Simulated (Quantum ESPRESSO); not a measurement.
**KF (Carobbiite): how pressure shifts the optical phonon**

By how much does an optical zone-centre mode of KF (Carobbiite) shift under hydrostatic pressure?

Main program and level: Quantum ESPRESSO 7.5; DFT LDA, scalar-relativistic, plane waves, PseudoDojo norm-conserving pseudopotentials.

### 1. The relaxed structure

The structure is cubic, space group Fm-3m (No. 225). The conventional cell has a = 5.158 Å, b = 5.158 Å, c = 5.158 Å, α = 90.00°, β = 90.00°, γ = 90.00°. Nearest to K lie 6 F at 2.58 Å. Nearest to F lie 6 K at 2.58 Å. Farther neighbours and most contacts between anions are not listed.

Structure file:

```cif
data_structure
_symmetry_space_group_name_H-M 'Fm-3m'
_symmetry_Int_Tables_number 225
_cell_length_a 5.1583
_cell_length_b 5.1583
_cell_length_c 5.1583
_cell_angle_alpha 90.000
_cell_angle_beta 90.000
_cell_angle_gamma 90.000
_cell_volume 137.25
loop_
_atom_site_label
_atom_site_type_symbol
_atom_site_symmetry_multiplicity
_atom_site_Wyckoff_symbol
_atom_site_fract_x
_atom_site_fract_y
_atom_site_fract_z
_atom_site_occupancy
K1 K 4 a 0.00000 0.00000 0.00000 1
F1 F 4 b 0.00000 0.50000 0.00000 1
```

This is the cell after its relaxation at this level of theory, not the database cell from which that began.

### 2. Runs at several volumes

The relaxed cell is scaled uniformly; in this structure symmetry fixes all atoms, so nothing has to be relaxed anew. Each volume gets a ground state and a response at Γ. The mode followed is the highest one without the macroscopic field, of symmetry T1u; longitudinal polar modes lie higher. Cutoff 92 Ry, k mesh 8×8×8.

From the response at V/V₀ = 0.97:

What it wrote:

```text
[banners, grids, parts of the stress and lines that vanish by symmetry left out]
Program PHONON v.7.5
     Reading xml data from directory:

[...]
Exchange-correlation= PW
                           (   1   4   0   0   0   0   0)
[...]
kinetic-energy cut-off    =      92.0000  Ry
     charge density cut-off    =     368.0000  Ry
     convergence threshold     =      1.0E-18
[...]
Exchange-correlation= PW
                           (   1   4   0   0   0   0   0)
[...]
q = (   0.0000000   0.0000000   0.0000000 )
     49 Sym.Ops. (with q -> -q+G )
     G cutoff =  867.9087  (  26717 G-vectors)     FFT grid: ( 45, 45, 45)
     number of k points=    29
[...]
Mode symmetry, O_h (m-3m)  point group:
[...]
Dielectric constant
[...]
End of electric fields calculation
          Dielectric constant in cartesian axis
          (       2.117985422       0.000000000       0.000000000 )
          (       0.000000000       2.117985422      -0.000000000 )
          (       0.000000000      -0.000000000       2.117985422 )
          Effective charges (d Force / dE) in cartesian axis without acoustic sum rule applied (asr)
           atom    1  K     Mean Z*:        1.15605
      Ex  (        1.15605        0.00000        0.00000 )
      Ey  (        0.00000        1.15605       -0.00000 )
      Ez  (        0.00000       -0.00000        1.15605 )
           atom    2  F     Mean Z*:       -1.15613
      Ex  (       -1.15613       -0.00000       -0.00000 )
      Ey  (       -0.00000       -1.15613        0.00000 )
      Ez  (        0.00000        0.00000       -1.15613 )
          Effective charges Sum: Mean:       -0.00008
[...]
Effective charges (d Force / dE) in cartesian axis with asr applied:
           atom    1  K     Mean Z*:        1.15609
[...]
atom    2  F     Mean Z*:       -1.15609
[...]
Representation #   1 modes #   1   2   3
[...]
End of self-consistent calculation
     Convergence has been achieved
     Representation #   2 modes #   4   5   6
[...]
End of self-consistent calculation
     Convergence has been achieved
[...]
Dielectric constant in cartesian axis
          (       2.117985422       0.000000000       0.000000000 )
          (       0.000000000       2.117985422      -0.000000000 )
          (       0.000000000      -0.000000000       2.117985422 )
          Effective charges (d Force / dE) in cartesian axis without acoustic sum rule applied (asr)
           atom    1  K     Mean Z*:        1.15605
      Ex  (        1.15605        0.00000        0.00000 )
      Ey  (        0.00000        1.15605       -0.00000 )
      Ez  (        0.00000       -0.00000        1.15605 )
           atom    2  F     Mean Z*:       -1.15613
      Ex  (       -1.15613       -0.00000       -0.00000 )
      Ey  (       -0.00000       -1.15613        0.00000 )
      Ez  (        0.00000        0.00000       -1.15613 )
          Effective charges Sum: Mean:       -0.00008
[...]
Effective charges (d Force / dE) in cartesian axis with asr applied:
           atom    1  K     Mean Z*:        1.15609
[...]
atom    2  F     Mean Z*:       -1.15609
[...]
q = (    0.000000000   0.000000000   0.000000000 )
[...]
freq (    1) =      -0.118250 [THz] =      -3.944393 [cm-1]
     freq (    2) =      -0.118250 [THz] =      -3.944393 [cm-1]
     freq (    3) =      -0.118250 [THz] =      -3.944393 [cm-1]
     freq (    4) =       6.800292 [THz] =     226.833310 [cm-1]
     freq (    5) =       6.800292 [THz] =     226.833310 [cm-1]
     freq (    6) =       6.800292 [THz] =     226.833310 [cm-1]
[...]
Mode symmetry, O_h (m-3m)  point group:
     freq (   1-   3) =         -3.9  [cm-1]   --> T_1u G_15  G_4- I
     freq (   4-   6) =        226.8  [cm-1]   --> T_1u G_15  G_4- I

   JOB DONE.
```

One volume, V/V₀ = 1, is held back as a test.

| V/V₀ | volume (Å³/atom) | pressure (GPa) | ω (cm⁻¹) |
| --- | --- | --- | --- |
| 0.97 | 16.641 | 1.44 | 226.83 |
| 1 | 17.156 | -0.01 | held back |
| 1.03 | 17.671 | -1.21 | 195.80 |

### 3. The fit

The mode Grüneisen parameter is γ = −d ln ω / d ln V.

| ln(V/V₀) | ln ω |
| --- | --- |
| -0.0305 | 5.4242 |
| 0.0296 | 5.2771 |

A straight line through these points has the slope -2.451, so γ = 2.45; at V/V₀ = 1 it predicts ω = exp(5.3495 + 0.0000) = 210.51 cm⁻¹.

A parabola of pressure against ln V through V/V₀ = 0.97, 1 and 1.03 gives the bulk modulus B = −dP/d ln V = 44 GPa at V₀. With ω₀ from the fitted line the pressure coefficient follows as dω/dP = γ ω₀ / B = 2.45 × 210.5 / 44 = 11.7 cm⁻¹/GPa.

### 4. The run that was held back

What it wrote:

```text
[banners, grids, parts of the stress and lines that vanish by symmetry left out]
[banner, memory and clock lines left out]
Program PHONON v.7.5

[...]
Exchange-correlation= PW
                           (   1   4   0   0   0   0   0)
[...]
(   8 q-points):
[...]
kinetic-energy cut-off    =      92.0000  Ry
     charge density cut-off    =     368.0000  Ry
     convergence threshold     =      1.0E-18
[...]
Exchange-correlation= PW
                           (   1   4   0   0   0   0   0)
[...]
q = (   0.0000000   0.0000000   0.0000000 )
     49 Sym.Ops. (with q -> -q+G )
     G cutoff =  885.7127  (  27581 G-vectors)     FFT grid: ( 45, 45, 45)
     number of k points=    29
[...]
Mode symmetry, O_h (m-3m)  point group:
[...]
Dielectric constant
[...]
End of electric fields calculation
          Dielectric constant in cartesian axis
          (       2.095339935       0.000000000       0.000000000 )
          (       0.000000000       2.095339935       0.000000000 )
          (       0.000000000      -0.000000000       2.095339935 )
          Effective charges (d Force / dE) in cartesian axis without acoustic sum rule applied (asr)
           atom    1  K     Mean Z*:        1.15083
      Ex  (        1.15083       -0.00000       -0.00000 )
      Ey  (        0.00000        1.15083        0.00000 )
      Ez  (       -0.00000        0.00000        1.15083 )
           atom    2  F     Mean Z*:       -1.15090
      Ex  (       -1.15090       -0.00000        0.00000 )
      Ey  (        0.00000       -1.15090        0.00000 )
[...]
Convergence has been achieved
[...]
Convergence has been achieved
[...]
Convergence has been achieved
[...]
q = (    0.000000000  -1.000000000   0.000000000 )
[...]
freq (    5) =       6.543013 [THz] =     218.251410 [cm-1]
     freq (    6) =       6.843043 [THz] =     228.259337 [cm-1]
[...]
Mode symmetry, D_4h(4/mmm) point group:
     freq (   1-   2) =         87.2  [cm-1]   --> E_u  X_5' M_5'
     freq (   3-   3) =        170.2  [cm-1]   --> A_2u X_4' M_4'
     freq (   4-   5) =        218.3  [cm-1]   --> E_u  X_5' M_5'
     freq (   6-   6) =        228.3  [cm-1]   --> A_2u X_4' M_4'
[...]
Mode symmetry, D_2d (-42m) point group:
[...]
Representation #   1 mode #   1
[...]
Convergence has been achieved
     Representation #   2 mode #   2
[...]
Convergence has been achieved
     Representation #   3 modes #   3   4
[...]
End of self-consistent calculation
     Convergence has been achieved
     Representation #   4 modes #   5   6
[...]
End of self-consistent calculation
     Convergence has been achieved
[...]
q = (   -0.500000000  -1.000000000   0.000000000 )
[...]
freq (    1) =       4.073127 [THz] =     135.864876 [cm-1]
     freq (    2) =       4.073127 [THz] =     135.864876 [cm-1]
     freq (    3) =       4.549558 [THz] =     151.756934 [cm-1]
     freq (    4) =       6.450284 [THz] =     215.158301 [cm-1]
     freq (    5) =       6.707104 [THz] =     223.724924 [cm-1]
     freq (    6) =       6.707104 [THz] =     223.724924 [cm-1]
[...]
Mode symmetry, D_2d (-42m) point group:
     freq (   1-   2) =        135.9  [cm-1]   --> E    X_5  W_3
     freq (   3-   3) =        151.8  [cm-1]   --> B_2  X_3  W_2
     freq (   4-   4) =        215.2  [cm-1]   --> A_1  X_1  W_1
     freq (   5-   6) =        223.7  [cm-1]   --> E    X_5  W_3
```

It gives 210.97 cm⁻¹ against the predicted 210.51 cm⁻¹, a miss of 0.5 cm⁻¹.

### 5. Summary of results

| Item | Value |
| --- | --- |
| mode Grüneisen parameter | 2.451 |
| bulk modulus | 44.0 GPa |
| pressure coefficient | 11.7 cm⁻¹/GPa |

The highest optical mode of KF (Carobbiite) without the LO-TO term stiffens by 11.7 cm⁻¹ a GPa near the relaxed volume, with γ = 2.45. The power law meets all 3 runs within 0.22 %; between neighbouring volumes γ runs from 2.38 to 2.52. Such a coefficient turns a measured shift of this mode into a hydrostatic stress; uniaxial or biaxial stress splits the mode and needs deformation potentials. These are harmonic values at zero temperature for the structure held cubic, which a run at Γ can't show to be stable; the bulk modulus rests on three points.

[Host names and launcher messages were left out of these logs when they were recorded.]

[Logs are printed without paths, hosts, clocks, repeated set-up lines and the standing remarks that a program may print on its own settings, such as how far it seeks lower states.]

[Hosts, paths, dates, database ids (printed as entryN), source tags and the programs' standing remarks are cut or masked in the printed files.]
